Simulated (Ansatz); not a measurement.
# Puckered PAs monolayer in a perpendicular field

Wanted: the out-of-plane response of the puckered PAs monolayer. A positive field points along +c.

Main program and level: Ansatz 0.2.0; plane-wave DFT, PBE-D3(BJ), Ansatz PAW (set soft_1); PAW set soft_1.

This is a report of a sequence of runs, with most program output left out.

### 1. The structure

The cell holds 4 atoms: 2 P and 2 As. Cell: a = 4.690 Å, b = 3.500 Å, c = 35.760 Å, α = 90.0°, β = 90.0°, γ = 90.0°. Vacuum lies along c.

### 2. Relaxation

The starting cell is a guess, so the in-plane lattice and the atoms are relaxed first, with the slab cut off from its images along the normal.

File input.yaml:

```yaml
crystal:
  lattice:
    - [4.69, 0.0, 0.0]
    - [0.0, 3.5, 0.0]
    - [0.0, 0.0, 35.7600000002]
  atoms:
    - { symbol: P, position: [0.09, 0.0, 0.4670022371] }
    - { symbol: As, position: [0.41, 0.5, 0.4697986577] }
    - { symbol: As, position: [0.91, 0.0, 0.5302013423] }
    - { symbol: P, position: [0.59, 0.5, 0.5329977629] }
  periodic: [true, true, false]
kpoints:
  mp_grid: { grid: [8, 10, 1] }
hamiltonian:
  xc: pbe
  dispersion: d3bj
  pseudopotentials: { kind: paw, azcp: { folder: soft_1 } }
scf:
  occupations: { method: fermi_dirac, width: 0.05 }
  convergence: { dr2_threshold: 1.0e-09 }
relax:
  f_tol: 0.004
  max_steps: 90
  cell: {}
output:
  write_potential: true
  write_density: true
  volumetric_format: npy
```

Started as:

```
ansatz run input.yaml --threads 2 --pin off --max-ram 3072MiB --backend cpu --events-out ev --progress --plain --runs-dir out
```

Run time: 3 min. Hardware: 2 threads of Arm Neoverse V2, shared host; peak memory 0.8 GiB; 5.8 min of CPU time.

Step by step:

| step | energy less that of the first step (eV) | largest force component (eV/Å) | volume (Å³) |
| --- | --- | --- | --- |
| 1 | 0.0000 | 1.0390 | 587.00 |
| 2 | -0.1135 | 0.2355 | 566.89 |
| 3 | -0.1330 | 0.1227 | 570.91 |
| 4 | -0.1461 | 0.0874 | 571.56 |
| 5 | -0.1522 | 0.0439 | 567.98 |
| 6 | -0.1560 | 0.0721 | 558.76 |
| 7 | -0.1579 | 0.0093 | 554.86 |
| 8 | -0.1582 | 0.0089 | 552.60 |
| 9 | -0.1582 | 0.0084 | 551.81 |
| 10 | -0.1582 | 0.0043 | 552.15 |
| 11 | -0.1583 | 0.0001 | 552.12 |
| 12* | -0.1578 | 0.0002 | 552.12 |

Relaxation steps marked * repeat the geometry before them on a plane-wave basis chosen anew for their cell, so energy and pressure can jump there.

Forces are held to the 4 operations that the run works with; a distortion that breaks them can't arise in this run.

| cell as run | before | after | change |
| --- | --- | --- | --- |
| a (Å) | 4.690 | 4.384 | -6.5 % |
| b (Å) | 3.500 | 3.522 | +0.6 % |

The atoms that moved most (Å, along periodic axes as changes of fractional coordinates times the final cell, across vacuum about the mean position):

| atom | dx | dy | dz | length |
| --- | --- | --- | --- | --- |
| As3 | 0.092 | 0.000 | 0.155 | 0.180 |
| As2 | 0.092 | 0.000 | -0.155 | 0.180 |
| P4 | -0.092 | 0.000 | -0.133 | 0.161 |
| P1 | -0.092 | 0.000 | 0.133 | 0.161 |

Final coordinates:

```xyz
4
Lattice="4.3843 0.0000 0.0000 0.0000 3.5215 0.0000 0.0000 0.0000 35.7600" Properties=species:S:1:pos:R:3
P     0.3028    0.0000   16.8329
As    1.8893    1.7608   16.6447
As    4.0815    0.0000   19.1153
P     2.4950    1.7608   18.9271
```

The lattice constant a goes from 4.690 to 4.384 Å.

### 3. Atoms held, field 0

A sawtooth potential applies the field, turning back in the middle of the vacuum. With the dipole correction the typed value is the field outside the slab. The induced dipole is small, so the SCF threshold is tight.

The cell differs from the one that the last finished run ended in (c 35.760 → 20.471 Å).

File input.yaml:

```yaml
crystal:
  lattice:
    - [4.3843357273, 0.0, 0.0]
    - [0.0, 3.5215270192, 0.0]
    - [0.0, 0.0, 20.4705157479]
  atoms:
    - { symbol: P, position: [0.0690706605, 0.0, 0.4488475918] }
    - { symbol: As, position: [0.4309293395, 0.5, 0.4396567293] }
    - { symbol: As, position: [0.9309293395, 0.0, 0.5603432707] }
    - { symbol: P, position: [0.5690706605, 0.5, 0.5511524082] }
kpoints:
  mp_grid: { grid: [10, 12, 1] }
  band_path:
    path:
      - [0, 0, 0]
      - [0.5, 0, 0]
      - [0.5, 0.5, 0]
      - [0, 0, 0]
      - [0, 0.5, 0]
      - [0.5, 0.5, 0]
    npoints: 16
hamiltonian:
  xc: pbe
  dispersion: d3bj
  pseudopotentials: { kind: paw, azcp: { folder: soft_1 } }
scf:
  occupations: { method: fermi_dirac, width: 0.02585 }
  convergence: { dr2_threshold: 1.0e-10 }
efield:
  axis: 3
  dipole_correction: true
  ramp_position: 0.97
  ramp_width: 0.06
  amplitude: 0
output:
  dos: { projected: true, e_range: [-6, 5] }
  write_potential: true
  write_density: true
  volumetric_format: npy
  elf: true
```

It took 25 s on 2 threads; peak memory 0.69 GiB; 50 s of CPU time.

This step gave:

* dipole along the normal: -5.92e-6 e·Å
* gap along the path: 0.5698 eV
* smallest direct gap along the path: 0.8714 eV
* ionisation energy, upper face: 4.420 eV
* electron affinity, upper face: 3.850 eV
* gap, the smaller of path and mesh: 0.5698 eV

Running mean over a fixed 2.7 Å (it still follows the layers) of the planar mean; the ramp of the sawtooth is left out. The electron's electrostatic potential energy less the Fermi level by z:

z (Å), electron's electrostatic potential energy less the Fermi level (eV) and a bar from the least value:
```
      3.0       4.18 ##############################
      3.5       4.18 ##############################
      4.0       4.18 ##############################
      4.5       4.18 ##############################
      5.0       4.18 ##############################
      5.5       4.17 ##############################
      6.0       4.14 ##############################
      6.5       3.98 #############################
      7.0       3.30 ###########################
      7.5       1.62 ######################
      8.0      -0.67 ###############
      8.5      -2.70 #########
      9.0      -3.55 ######
      9.5      -4.55 ###
     10.0      -5.60 
     10.5      -5.57 
     11.0      -4.47 ###
     11.5      -3.51 ######
     12.0      -2.61 #########
     12.5      -0.53 ################
     13.0       1.74 ######################
     13.5       3.37 ############################
     14.0       4.00 #############################
     14.5       4.14 ##############################
     15.0       4.17 ##############################
     15.5       4.18 ##############################
     16.0       4.18 ##############################
     16.5       4.18 ##############################
     17.0       4.18 ##############################
     17.5       4.18 ##############################
```

The density of states has structure finer than the step of the table below, so its rows give means over 0.2 eV, whole bins alone (the curve runs from -6 to 1.31 eV). Peaks (eV: height): -5.12: 3.25, -4.81: 3.94, -4.73: 4.34, -4.62: 3.59, -3.22: 3.50, -2.00: 4.66, -1.45: 3.83.

Density of states against energy, zero at the Fermi level of the run, which the smearing sets inside the gap; means over each step:

energy (eV), density of states (states/eV a cell) and a bar:
```
     -5.8       1.35 ###########
     -5.6       1.54 ############
     -5.4       1.50 ############
     -5.2       2.38 ###################
     -5.0       2.41 ###################
     -4.8       3.60 #############################
     -4.6       3.27 ##########################
     -4.4       2.25 ##################
     -4.2       1.51 ############
     -4.0       1.75 ##############
     -3.8       2.36 ###################
     -3.6       2.82 #######################
     -3.4       2.45 ####################
     -3.2       2.33 ###################
     -3.0       2.60 #####################
     -2.8       2.44 ###################
     -2.6       1.34 ###########
     -2.4       2.14 #################
     -2.2       3.04 ########################
     -2.0       3.76 ##############################
     -1.8       3.02 ########################
     -1.6       2.83 #######################
     -1.4       2.41 ###################
     -1.2       1.36 ###########
     -1.0       1.34 ###########
     -0.8       1.01 ########
     -0.6       0.64 #####
     -0.4       0.24 ##
     -0.2       0.00 
      0.0       0.00 
      0.2       0.00 
      0.4       0.25 ##
      0.6       0.68 #####
      0.8       1.52 ############
      1.0       2.40 ###################
      1.2       2.15 #################
```

Projected DOS per atom over height of the atomic layer and energy from the Fermi level. Layers: AsP AsP from below.

Ten even steps from '_' (0.00 states/eV) to '@' (0.83 states/eV), each cell a mean:
```
****
====
....
____
____
....
----
====
%%%%
@@@@
%%%%
====
####
****
####
****
====
%%%%
@@@@
****
====
----
```
Columns: height of the atomic layer (Å) from 9.09 to 11.4; rows upwards: energy from the Fermi level (eV) from -5.96 to 1.24.

Electronic bands along the path, in eV, zero at the Fermi level of the run, which the smearing sets inside the gap:

| point | band 17 | band 18 | band 19 | band 20 | band 21 | band 22 | band 23 | band 24 |
| --- | --- | --- | --- | --- | --- | --- | --- | --- |
| Γ | -3.67 | -2.23 | -1.92 | -0.54 | 0.33 | 1.35 | 2.23 | 3.04 |
| halfway | -3.35 | -2.00 | -1.79 | -0.79 | 1.13 | 1.33 | 1.87 | 2.39 |
| X | -2.58 | -2.58 | -1.08 | -1.08 | 1.40 | 1.40 | 2.49 | 2.49 |
| halfway | -3.34 | -3.34 | -1.81 | -1.81 | 2.39 | 2.39 | 3.15 | 3.15 |
| S | -4.85 | -4.85 | -1.98 | -1.98 | 2.13 | 2.13 | 4.31 | 4.31 |
| halfway | -3.74 | -2.51 | -2.01 | -1.50 | 1.42 | 1.61 | 2.17 | 3.92 |
| Γ | -3.67 | -2.23 | -1.92 | -0.54 | 0.33 | 1.35 | 2.23 | 3.04 |
| halfway | -4.07 | -2.78 | -1.93 | -1.08 | 0.90 | 0.92 | 2.47 | 3.06 |
| Y | -2.91 | -2.91 | -2.32 | -2.32 | 0.95 | 0.95 | 1.32 | 1.32 |
| halfway | -3.97 | -3.97 | -1.98 | -1.98 | 1.68 | 1.68 | 2.66 | 2.66 |
| S | -4.85 | -4.85 | -1.98 | -1.98 | 2.13 | 2.13 | 4.31 | 4.31 |

ELF in the ca plane at fractional y = 0.000, with atoms of P and As within 0.2 Å of it. It is the smooth field of the valence electrons, not physical close to the nuclei.

Ten even steps from '0' (0.00) to '9' (0.96), each cell a mean:
```
00000000000000001489997787631158875200000000
00000000000000000258999865531257763100000000
00000000000000000013566433444455431000000000
00000000000000000000111101244432100000000000
00000000000000000000000000122210000000000000
00000000000000000000000000011100000000000000
00000000000000000000112210000000000000000000
00000000000000000001234431000000000000000000
00000000000000000012466653222332100000000000
00000000000000000135653466556787631000000000
00000000000000001368830168766789874100000000
00000000000000001479960288752479985210000000
```
Columns run along c (16.0 Å, from fractional 0.05 to 0.84 of the cell), rows up along a (4.4 Å). Atoms in or near the plane, at fractional coordinates: P at (0.45, 0.07), As at (0.56, 0.93).

Electrostatic potential energy in the ca plane at fractional y = 0.000, with atoms of P and As within 0.2 Å of it. With pseudopotentials it is smooth inside the atoms' cores, unlike the true potential.

Ten even steps from '0' (-21 eV) to '9' (3 eV), each cell a mean:
```
99999999999999999998500036159953899999999999
99999999999999999999864577238824899999999999
99999999999999999999998888511126899999999999
99999999999999999999999999865568999999999999
99999999999999999999999999988889999999999999
99999999999999999999999999999999999999999999
99999999999999999999988899999999999999999999
99999999999999999999877789999999999999999999
99999999999999999998742368988899999999999999
99999999999999999998300027876679999999999999
99999999999999999997100005621137999999999999
99999999999999999997200005238724899999999999
```
Columns run along c (16.0 Å, from fractional 0.05 to 0.84 of the cell; values clipped at the 3rd and 97th percentile), rows up along a (4.4 Å). Atoms in or near the plane, at fractional coordinates: P at (0.45, 0.07), As at (0.56, 0.93).

Valence density in the ca plane at fractional y = 0.000, with atoms of P and As within 0.2 Å of it. It is the smooth field of the valence electrons, not physical close to the nuclei.

Values in e/Å³, 7 rows by 16 columns, each cell a mean:
```
 0  0  0  0  0  0  0  0  1  1 20  1  0  0  0  0
 0  0  0  0  0  0  0  0  0  0  1  0  0  0  0  0
 0  0  0  0  0  0  0  0  0  0  0  0  0  0  0  0
 0  0  0  0  0  0  0  0  0  0  0  0  0  0  0  0
 0  0  0  0  0  0  0  0  0  0  0  0  0  0  0  0
 0  0  0  0  0  0  0  0  1  0  0  0  0  0  0  0
 0  0  0  0  0  0  0  0  0  1  5  0  0  0  0  0
```
Columns run along c (16.0 Å, from fractional 0.05 to 0.84 of the cell), rows up along a (4.4 Å). Atoms in or near the plane, at fractional coordinates: P at (0.45, 0.07), As at (0.56, 0.93).

The gap is 0.57 eV, with the valence edge 4.42 eV and the conduction edge 3.85 eV under the upper vacuum level.

### 4. Single point, field 0.1 V/Å

Changes to input.yaml since step 3:

```diff
@@ -31,7 +31,6 @@
   dipole_correction: true
-  ramp_position: 0.97
-  ramp_width: 0.06
-  amplitude: 0
+  ramp_position: 0.9458
+  ramp_width: 0.1084
+  amplitude: 0.1
 output:
-  dos: { projected: true, e_range: [-6, 5] }
   write_potential: true
@@ -39,2 +38 @@
   volumetric_format: npy
-  elf: true
```

Run time: 25 s. Hardware: 2 threads; peak memory 0.65 GiB.

The dipole is 0.0417 e·Å, and the gap 0.569 eV.

### 5. Single point, field -0.1 V/Å

Changes to input.yaml since step 4:

```diff
@@ -33,3 +33,3 @@
   ramp_width: 0.1084
-  amplitude: 0.1
+  amplitude: -0.1
 output:
```

Wall time 25 s (2 threads); peak memory 0.65 GiB.

The dipole is -0.0417 e·Å, and the gap 0.569 eV.

### 6. Response, atoms held

This step: plane-wave DFT, PBE-D3(BJ), Ansatz PAW (set soft_1); response to a field along the normal, atoms held; PAW set soft_1 (Ansatz 0.2.0).

The dipoles give the slope, and the difference of two potentials shows where the field is screened.

This step gave:

| Property | Result |
| --- | --- |
| equivalent conductor thickness p/(ε₀AE) | 4.883 Å |
| distance between the outer atoms | 2.471 Å |

Dipole of the cell against applied field:

| applied field (V/Å) | dipole of the cell (e·Å) |
| --- | --- |
| -0.1000 | -0.0417 |
| 0.0000 | -5.9e-6 |
| 0.1000 | 0.0417 |

Local field over the applied field, running mean. From the potentials at -0.1 and 0.1 V/Å; running mean over 2.5 Å. The local field over applied field by z:

| z (Å) | local field over applied field |
| --- | --- |
| 4.12 | 0.999 |
| 4.41 | 0.999 |
| 4.83 | 0.996 |
| 5.12 | 0.994 |
| 5.40 | 0.988 |
| 5.83 | 0.972 |
| 6.11 | 0.951 |
| 6.40 | 0.916 |
| 6.82 | 0.828 |
| 7.11 | 0.741 |
| 7.39 | 0.639 |
| 7.82 | 0.479 |
| 8.10 | 0.380 |
| 8.39 | 0.289 |
| 8.81 | 0.165 |
| 9.10 | 0.0978 |
| 9.38 | 0.0551 |
| 9.81 | 0.0396 |
| 10.09 | 0.0437 |
| 10.38 | 0.0437 |
| 10.66 | 0.0396 |
| 11.09 | 0.0551 |
| 11.37 | 0.0978 |
| 11.66 | 0.165 |
| 12.08 | 0.289 |
| 12.37 | 0.380 |
| 12.65 | 0.479 |
| 13.08 | 0.639 |
| 13.36 | 0.741 |
| 13.65 | 0.828 |
| 14.07 | 0.916 |
| 14.36 | 0.951 |
| 14.64 | 0.972 |
| 15.07 | 0.988 |
| 15.35 | 0.994 |
| 15.64 | 0.996 |
| 16.06 | 0.999 |
| 16.35 | 0.999 |

Electrons, planar mean, per unit field. Induced electron density against z:

| z (Å) | induced electron density (e/Å³ per V/Å) |
| --- | --- |
| 4.12 | 3.1e-6 |
| 4.55 | 8.1e-6 |
| 4.98 | 2.1e-5 |
| 5.40 | 5.3e-5 |
| 5.83 | 1.3e-4 |
| 6.25 | 3.1e-4 |
| 6.68 | 7.1e-4 |
| 7.11 | 0.00153 |
| 7.53 | 0.00291 |
| 7.96 | 0.00405 |
| 8.39 | 0.00280 |
| 8.81 | 3.5e-5 |
| 9.24 | -8.2e-4 |
| 9.67 | 9.2e-4 |
| 10.09 | 4.8e-4 |
| 10.38 | -4.8e-4 |
| 10.80 | -9.2e-4 |
| 11.23 | 8.2e-4 |
| 11.66 | -3.5e-5 |
| 12.08 | -0.00280 |
| 12.51 | -0.00405 |
| 12.94 | -0.00291 |
| 13.36 | -0.00153 |
| 13.79 | -7.1e-4 |
| 14.22 | -3.1e-4 |
| 14.64 | -1.3e-4 |
| 15.07 | -5.3e-5 |
| 15.49 | -2.1e-5 |
| 15.92 | -8.1e-6 |
| 16.35 | -3.1e-6 |

The smaller of the gaps on the path and on the k-mesh, counted as 0 under 0.03 eV. The gap stays at 0.570 eV for applied field from -0.1 to 0.1 V/Å.

By hand: between -0.1 and 0.1 V/Å the dipole changes by 0.08332 e·Å, a slope of 0.4166 e·Å²/V. A perfect conductor of thickness t has p = ε₀AEt, so t = 180.95 × 0.4166 / 15.440 = 4.88 Å (e/ε₀ = 180.95 V·Å, A in Å²).

The induced dipole is that of a conductor 4.88 Å thick.

### 7. Results

```
gap without field                          : 0.570 eV
ionisation energy, upper face              : 4.42 eV
electron affinity, upper face              : 3.85 eV
equivalent conductor thickness, atoms held : 4.88 Å
```

**Reading.** The induced dipole equals that of a perfect conductor 4.88 Å thick, while the outer atoms lie 2.47 Å apart; an out-of-plane ε follows only once a thickness t is chosen, by 1 − 1/ε = 4.88 Å / t. The gap stays within 0.01 eV of 0.57 eV over the fields run, up to 0.1 V/Å in size. Semilocal functionals give gaps that are too small, and excitons are not included. Spin-orbit coupling is left out.

[Logs are printed without paths, hosts, clocks, repeated set-up lines and the standing remarks that a program may print on its own settings, such as how far it seeks lower states.]

[Hosts, paths, dates, database ids (printed as entryN), source tags and the programs' standing remarks are cut or masked in the printed files.]

[Maps of the electrostatic potential energy from Ansatz leave out the sawtooth potential of an applied field or a dipole correction, so their vacuum need not be flat; planar profiles and work functions include it.]

[The density of states shown here was stored with 400 of the rows of the run's finer table, so its peaks can read low, often by over a quarter, or be missed, and its means over a window can be off by a tenth or more.]
